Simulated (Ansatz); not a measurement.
# linear W chain under tension and compression, part 2 of 3

Does stretching change the magnetism or the channel count of the linear W chain?

Ansatz 0.2.0; DFT PBE, plane waves, PAW; relaxation of a chain's period (the session's first sound run).

So far. Step 2 (The relaxed wire): The cell's length comes to 2.293 Å with no moment. That is -24 % against the start, more than a small adjustment.

### Step 3. At a set period, period over the relaxed period 0.88, k-mesh 1×1×40

This step: DFT PBE, plane waves, PAW; channels and complex bands of a perfect chain (Ansatz 0.2.0).

The period is set to 0.88 times the relaxed one: shorter bonds widen the bands.

The cell differs from the one that the last finished run ended in (c 2.293 → 2.018 Å).

input.yaml reads:

```yaml
crystal:
  lattice:
    - [7.5, 0.0, 0.0]
    - [0.0, 7.5, 0.0]
    - [0.0, 0.0, 2.0178813407]
  atoms:
    - { symbol: W, position: [0.5, 0.5, 0.0], spin: 2.0 }
magnetization:
  spin_polarized: true
kpoints:
  mp_grid: { grid: [1, 1, 40] }
scf:
  occupations: { method: fermi_dirac, width: 0.05 }
hamiltonian:
  xc: pbe
output:
  transmission:
    e_range: [-2, 2]
    de: 0.035
    kmesh: [1, 1]
    reduced_basis: true
    leads: [[0, 0]]
  stress: true
```

The run is started by

```
ansatz run input.yaml --threads 4 --pin off --max-ram 8192MiB --backend cpu --events-out ev --progress --plain --runs-dir out
```

Numbers of over 12 decimals in the logs are rounded to 6 here.

Log:

```text
[...]
Crystal: 1 atoms, lattice volume = 113.506 Å³
Basis set: ecut = 420 eV, 2223 PW (Γ)
Bands: 12, of which v1, the nominal top of the filled ones, is band 7 counted from 1 (6 counted from 0)
Symmetry: 16 space group operations
[...]
k-points: 21 of 40
[...]
Starting moments: Σ|m| = 2 μB on 1 of 1 site
[...]
SCF iter   1: F=—  HF=-10376.307139 eV  |F-HF|=—  |Δ(HF+E_count)|=         —  Δρ=3.41e-2 (↑2.15e-2 ↓3.41e-2)  dr2=1.79e0  dr2_m=5.93e-1  M=0.391 μB ∫|m|=0.392 μB  β_m=0.30  ethr=3.10e-3  ⟨swp⟩=6.8  Hψ=3302  notcnv=0
[...]
SCF iter  11: F=-10377.979398 eV  HF=-10377.979398 eV  |F-HF|=1.82e-12  |Δ(HF+E_count)|=  1.82e-11  Δρ=1.21e-8 (↑8.54e-9 ↓1.21e-8)  dr2=6.01e-14  dr2_m=8.28e-14  M=0.000 μB ∫|m|=0.000 μB  ethr=1.00e-12  ⟨swp⟩=3.3  Hψ=1612  notcnv=0
SCF 1 converged in 11 iterations: F = -10377.979398 eV  dr2 = 6.01e-14
[...]
WARN: the starting moments were not kept: the SCF closed with an absolute magnetisation of 8.8e-7 μB, where they sum to 2 μB in size (1 site). That is at most 0.1 of that sum. Measured as dr2_m measures the in/out step, that magnetisation stands 1.2e-13 eV from none, at or under the dr2_threshold of 1.0e-7 eV: it is no larger than a step whose dr2_m would equal this threshold. The system may hold no moment; this SCF  [...]
transmission: 6 of 36 steps passed
transmission: 9 of 36 steps passed
[...]
transmission: 36 of 36 steps passed
SCF converged after 11 iterations
Magnetization: 0.0000 μB (7.0000 up, 7.0000 down)
Absolute magnetization: 0.0000 μB (∫|ρ↑−ρ↓|, with the PAW one-centre terms)
[...]
Per-site moments (μB) at R_I (Å): [(2.6161518548801246e-7, 0.832376)]
Free energy (F): -10377.979398 eV
[...]
Internal energy: -10377.967972 eV  (E = F + TS)
E sigma→0 (E₀):  -10377.973685 eV
Entropy (-TS):   -0.011426 eV (-11.426 meV/atom)
Fermi energy:    -0.748882 eV
[...]
--- Stress (GPa, compression-positive) ---
       -0.234769       0.000000       0.000000
        0.000000      -0.234769       0.000000
        0.000000       0.000000      30.588138
  P = ⅓ Tr σ = 10.0395 GPa (100.395 kbar)
--- Band table (eV; the first three rows and the last of 42) ---
  k-point 0 ↑: bands = [... 3 lower, -34.4857, -6.4727, -3.8084, -2.1216, -2.0992, 1.2112, 1.2112, 3.2652, ... 1 higher]
  k-point 1 ↑: bands = [... 3 lower, -34.5635, -6.3445, -3.7853, -2.1034, -2.0811, 1.2121, 1.2121, 3.2883, ... 1 higher]
  k-point 2 ↑: bands = [... 3 lower, -34.7916, -5.9663, -3.7155, -2.0489, -2.0268, 1.2109, 1.2109, 3.3577, ... 1 higher]
  k-point 20 ↓: bands = [... 3 lower, -37.7258, -5.8963, -5.8963, 2.0683, 2.0703, 3.1249, 6.5542, 10.4282, ... 1 higher]
--- Transmission ---
  basis      : 497 plane waves across, 3 finite elements along
  points     : 1, standing for a mesh of 1 x 1
  filling    : by the input's occupations and mesh, since the crystals that have channels conduct as metals do. If one of these is a semiconductor, that mesh has misplaced its level
  energies   : 115 from -2.000000 to 1.990000 eV about the Fermi level, 0.035000 eV apart; the leads are filled to 0.000000 eV, and channels, transmission and decay are at -0.005000 eV
  crystal 0  : W1, at the sites [0, 0], period 2.0179 Å: whole cells are its period
    offset         : up to 0.0000 Å between an atom of the period and one for which it stands
    filled         : 40.9 meV under the level at which it is neutral
    channels       : 6.000000e0 up, 6.000000e0 down
    conductance    : 8.2646e14 S/m² at 300 K; may be off by some 0.0 % by where its bands' edges are placed, 0.0 % from the distance to neutral
```

Wall time 20 s (4 threads of Arm Neoverse V2, shared host); peak memory 0.46 GiB; 62 s of CPU time.

This step gave:

```yaml
energy_at_zero_smearing: -10377.9737 eV
channels_at_the_energy_nearest_the_fermi_level_spin_up: 6
channels_at_the_energy_nearest_the_fermi_level_spin_down: 6
conductance_of_the_lead_as_this_run_defines_it: 6.000 G₀
band_gap: 0 eV
```

The open channels of the lead by energy, zero at the Fermi level:

| energy (eV) | spin up | spin down |
| --- | --- | --- |
| -2.00 | 4 | 4 |
| -1.90 | 4 | 4 |
| -1.79 | 4 | 4 |
| -1.69 | 4 | 4 |
| -1.58 | 4 | 4 |
| -1.48 | 4 | 4 |
| -1.37 | 5 | 5 |
| -1.23 | 6 | 6 |
| -1.12 | 6 | 6 |
| -1.02 | 6 | 6 |
| -0.92 | 6 | 6 |
| -0.81 | 6 | 6 |
| -0.70 | 6 | 6 |
| -0.60 | 6 | 6 |
| -0.49 | 6 | 6 |
| -0.39 | 6 | 6 |
| -0.28 | 6 | 6 |
| -0.18 | 6 | 6 |
| -0.07 | 6 | 6 |
| -0.01 | 6 | 6 |
| 0.07 | 6 | 6 |
| 0.17 | 6 | 6 |
| 0.28 | 6 | 6 |
| 0.38 | 6 | 6 |
| 0.48 | 6 | 6 |
| 0.59 | 6 | 6 |
| 0.69 | 6 | 6 |
| 0.80 | 6 | 6 |
| 0.91 | 6 | 6 |
| 1.01 | 6 | 6 |
| 1.11 | 6 | 6 |
| 1.22 | 6 | 6 |
| 1.36 | 6 | 6 |
| 1.47 | 6 | 6 |
| 1.57 | 6 | 6 |
| 1.68 | 6 | 6 |
| 1.78 | 6 | 6 |
| 1.89 | 6 | 6 |
| 1.99 | 4 | 4 |

At the computed energy nearest the Fermi level there are 6 spin-up and 6 spin-down channels, and the thermal average gives 6.00 G₀.

### Step 4. At a set period, period over the relaxed period 0.92, k-mesh 1×1×38

The period is set to 0.92 times the relaxed one: shorter bonds widen the bands.

The cell differs from the one that the last finished run ended in (c 2.018 → 2.110 Å).

Changes to input.yaml since step 3:

```diff
@@ -4,3 +4,3 @@
     - [0.0, 7.5, 0.0]
-    - [0.0, 0.0, 2.0178813407]
+    - [0.0, 0.0, 2.1096032198]
   atoms:
@@ -10,3 +10,3 @@
 kpoints:
-  mp_grid: { grid: [1, 1, 40] }
+  mp_grid: { grid: [1, 1, 38] }
 scf:
```

Log:

```text
[...]
Crystal: 1 atoms, lattice volume = 118.665 Å³
Basis set: ecut = 420 eV, 2335 PW (Γ)
Bands: 12, of which v1, the nominal top of the filled ones, is band 7 counted from 1 (6 counted from 0)
Symmetry: 16 space group operations
[...]
k-points: 20 of 38
[...]
Starting moments: Σ|m| = 2 μB on 1 of 1 site
[...]
--- Transmission ---
  basis      : 497 plane waves across, 3 finite elements along
  points     : 1, standing for a mesh of 1 x 1
[...]
crystal 0  : W1, at the sites [0, 0], period 2.1096 Å: whole cells are its period
[...]
filled         : 22.4 meV over the level at which it is neutral
    channels       : 6.000000e0 up, 6.000000e0 down
[...]
[key lines of the parts left out:]
SCF converged after 10 iterations
Magnetization: 0.0000 μB (7.0000 up, 7.0000 down)
Free energy (F): -10378.697002 eV
Fermi energy:    -0.944456 eV
P = ⅓ Tr σ = 5.0056 GPa (50.056 kbar)
```

Wall time 20 s (4 threads); peak memory 0.46 GiB; 63 s of CPU time.

At the computed energy nearest the Fermi level there are 6 spin-up and 6 spin-down channels, and the thermal average gives 6.00 G₀.

### Step 5. At a set period, period over the relaxed period 0.96, k-mesh 1×1×37

The period is set to 0.96 times the relaxed one: shorter bonds widen the bands.

The cell differs from the one that the last finished run ended in (c 2.110 → 2.201 Å).

Changes to input.yaml since step 4:

```diff
@@ -4,3 +4,3 @@
     - [0.0, 7.5, 0.0]
-    - [0.0, 0.0, 2.1096032198]
+    - [0.0, 0.0, 2.2013250989]
   atoms:
@@ -10,3 +10,3 @@
 kpoints:
-  mp_grid: { grid: [1, 1, 38] }
+  mp_grid: { grid: [1, 1, 37] }
 scf:
```

Log:

```text
[...]
Crystal: 1 atoms, lattice volume = 123.825 Å³
Basis set: ecut = 420 eV, 2447 PW (Γ)
Bands: 12, of which v1, the nominal top of the filled ones, is band 7 counted from 1 (6 counted from 0)
Symmetry: 16 space group operations
[...]
k-points: 19 of 37
[...]
Starting moments: Σ|m| = 2 μB on 1 of 1 site
[...]
--- Transmission ---
  basis      : 497 plane waves across, 3 finite elements along
  points     : 1, standing for a mesh of 1 x 1
[...]
crystal 0  : W1, at the sites [0, 0], period 2.2013 Å: whole cells are its period
[...]
filled         : 4.4 meV under the level at which it is neutral
    channels       : 6.000000e0 up, 6.000000e0 down
[...]
[key lines of the parts left out:]
SCF converged after 11 iterations
Magnetization: 0.0000 μB (7.0000 up, 7.0000 down)
Free energy (F): -10379.034385 eV
Fermi energy:    -1.165460 eV
P = ⅓ Tr σ = 1.8422 GPa (18.422 kbar)
```

The job ended after 17 s (4 threads; peak memory 0.45 GiB; 56 s of CPU time).

At the computed energy nearest the Fermi level there are 6 spin-up and 6 spin-down channels, and the thermal average gives 6.00 G₀.

### Step 6. The chain at a fixed length, period over the relaxed period 1, k-mesh 1×1×35

The period is set to 1.0 times the relaxed one, as the point of reference.

Changes to input.yaml since step 5:

```diff
@@ -4,3 +4,3 @@
     - [0.0, 7.5, 0.0]
-    - [0.0, 0.0, 2.2013250989]
+    - [0.0, 0.0, 2.293046978]
   atoms:
@@ -10,3 +10,3 @@
 kpoints:
-  mp_grid: { grid: [1, 1, 37] }
+  mp_grid: { grid: [1, 1, 35] }
 scf:
```

Log:

```text
[...]
Crystal: 1 atoms, lattice volume = 128.984 Å³
Basis set: ecut = 420 eV, 2511 PW (Γ)
Bands: 12, of which v1, the nominal top of the filled ones, is band 7 counted from 1 (6 counted from 0)
Symmetry: 16 space group operations
[...]
k-points: 18 of 35
[...]
Starting moments: Σ|m| = 2 μB on 1 of 1 site
[...]
--- Transmission ---
  basis      : 497 plane waves across, 3 finite elements along
  points     : 1, standing for a mesh of 1 x 1
[...]
crystal 0  : W1, at the sites [0, 0], period 2.2930 Å: whole cells are its period
[...]
filled         : 26.1 meV over the level at which it is neutral
    channels       : 6.000000e0 up, 6.000000e0 down
[...]
[key lines of the parts left out:]
SCF converged after 11 iterations
Magnetization: 0.0000 μB (7.0000 up, 7.0000 down)
Free energy (F): -10379.136836 eV
Fermi energy:    -1.252734 eV
P = ⅓ Tr σ = -0.2963 GPa (-2.963 kbar)
```

Run time: 17 s. Hardware: 4 threads; peak memory 0.45 GiB; 55 s of CPU time.

At the computed energy nearest the Fermi level there are 6 spin-up and 6 spin-down channels, and the thermal average gives 6.00 G₀.

### Step 7. The chain at a fixed length, period over the relaxed period 1.04, k-mesh 1×1×34

The period is set to 1.04 times the relaxed one: longer bonds narrow the bands.

The cell differs from the one that the last finished run ended in (c 2.293 → 2.385 Å).

Changes to input.yaml since step 6:

```diff
@@ -4,3 +4,3 @@
     - [0.0, 7.5, 0.0]
-    - [0.0, 0.0, 2.293046978]
+    - [0.0, 0.0, 2.3847688572]
   atoms:
@@ -10,3 +10,3 @@
 kpoints:
-  mp_grid: { grid: [1, 1, 35] }
+  mp_grid: { grid: [1, 1, 34] }
 scf:
```

Log:

```text
[...]
Crystal: 1 atoms, lattice volume = 134.143 Å³
Basis set: ecut = 420 eV, 2615 PW (Γ)
Bands: 12, of which v1, the nominal top of the filled ones, is band 7 counted from 1 (6 counted from 0)
Symmetry: 16 space group operations
[...]
k-points: 18 of 34
[...]
Starting moments: Σ|m| = 2 μB on 1 of 1 site
[...]
--- Transmission ---
  basis      : 497 plane waves across, 3 finite elements along
  points     : 1, standing for a mesh of 1 x 1
[...]
crystal 0  : W1, at the sites [0, 0], period 2.3848 Å: whole cells are its period
[...]
filled         : 33.5 meV over the level at which it is neutral
    channels       : 6.000000e0 up, 6.000000e0 down
[...]
[key lines of the parts left out:]
SCF converged after 13 iterations
Magnetization: 0.0000 μB (7.0000 up, 7.0000 down)
Free energy (F): -10379.055982 eV
Fermi energy:    -1.366590 eV
P = ⅓ Tr σ = -1.6946 GPa (-16.946 kbar)
```

Wall time 16 s (4 threads); peak memory 0.44 GiB; 52 s of CPU time.

At the computed energy nearest the Fermi level there are 6 spin-up and 6 spin-down channels, and the thermal average gives 6.00 G₀. The change of length costs 0.083 eV a cell and leaves no moment.

### Step 8. The chain at a fixed length, period over the relaxed period 1.08, k-mesh 1×1×33

The period is set to 1.08 times the relaxed one: longer bonds narrow the bands.

The cell differs from the one that the last finished run ended in (c 2.385 → 2.476 Å).

Changes to input.yaml since step 7:

```diff
@@ -4,3 +4,3 @@
     - [0.0, 7.5, 0.0]
-    - [0.0, 0.0, 2.3847688572]
+    - [0.0, 0.0, 2.4764907363]
   atoms:
@@ -10,3 +10,3 @@
 kpoints:
-  mp_grid: { grid: [1, 1, 34] }
+  mp_grid: { grid: [1, 1, 33] }
 scf:
```

Log:

```text
[...]
Crystal: 1 atoms, lattice volume = 139.303 Å³
Basis set: ecut = 420 eV, 2729 PW (Γ)
Bands: 12, of which v1, the nominal top of the filled ones, is band 7 counted from 1 (6 counted from 0)
Symmetry: 16 space group operations
[...]
k-points: 17 of 33
[...]
Starting moments: Σ|m| = 2 μB on 1 of 1 site
[...]
--- Transmission ---
  basis      : 497 plane waves across, 4 finite elements along
  points     : 1, standing for a mesh of 1 x 1
[...]
crystal 0  : W1, at the sites [0, 0], period 2.4765 Å: whole cells are its period
[...]
filled         : 4.3 meV over the level at which it is neutral
    channels       : 6.000000e0 up, 4.000000e0 down
[...]
[key lines of the parts left out:]
SCF converged after 18 iterations
Magnetization: 1.8737 μB (7.9368 up, 6.0632 down)
Free energy (F): -10378.872856 eV
Fermi energy:    -1.227756 eV
P = ⅓ Tr σ = -1.5314 GPa (-15.314 kbar)
```

It took 22 s on 4 threads; peak memory 0.52 GiB.

At the computed energy nearest the Fermi level there are 6 spin-up and 4 spin-down channels, and the thermal average gives 5.00 G₀. The change of length costs 0.265 eV a cell and leaves an absolute moment of 1.87 μB a cell.

For the conductance of the lead as this run defines it, step 3 gave 6.00 G₀; this run, with period over the relaxed period 1.08 and k-mesh 1×1×33, gives 5.00 G₀ (-17 %).

### Step 9. The chain at a fixed length, period over the relaxed period 1.13, k-mesh 1×1×31

The period is set to 1.13 times the relaxed one: longer bonds narrow the bands.

The cell differs from the one that the last finished run ended in (c 2.476 → 2.591 Å).

Changes to input.yaml since step 8:

```diff
@@ -4,3 +4,3 @@
     - [0.0, 7.5, 0.0]
-    - [0.0, 0.0, 2.4764907363]
+    - [0.0, 0.0, 2.5911430852]
   atoms:
@@ -10,3 +10,3 @@
 kpoints:
-  mp_grid: { grid: [1, 1, 33] }
+  mp_grid: { grid: [1, 1, 31] }
 scf:
```

Log:

```text
[...]
Crystal: 1 atoms, lattice volume = 145.752 Å³
Basis set: ecut = 420 eV, 2857 PW (Γ)
Bands: 12, of which v1, the nominal top of the filled ones, is band 7 counted from 1 (6 counted from 0)
Symmetry: 16 space group operations
[...]
k-points: 16 of 31
[...]
Starting moments: Σ|m| = 2 μB on 1 of 1 site
[...]
--- Transmission ---
  basis      : 497 plane waves across, 4 finite elements along
  points     : 1, standing for a mesh of 1 x 1
[...]
crystal 0  : W1, at the sites [0, 0], period 2.5911 Å: whole cells are its period
[...]
filled         : 12.0 meV under the level at which it is neutral
    channels       : 6.000000e0 up, 4.000000e0 down
[...]
[key lines of the parts left out:]
SCF converged after 10 iterations
Magnetization: 2.1757 μB (8.0879 up, 5.9121 down)
Free energy (F): -10378.658772 eV
Fermi energy:    -1.445948 eV
P = ⅓ Tr σ = -2.1747 GPa (-21.747 kbar)
```

Wall time 21 s (4 threads); peak memory 0.53 GiB; 72 s of CPU time.

(Continued in part 3 of 3.)

[Logs are printed without paths, hosts, clocks, repeated set-up lines and the standing remarks that a program may print on its own settings, such as how far it seeks lower states.]

[Hosts, paths, dates, database ids (printed as entryN), source tags and the programs' standing remarks are cut or masked in the printed files.]
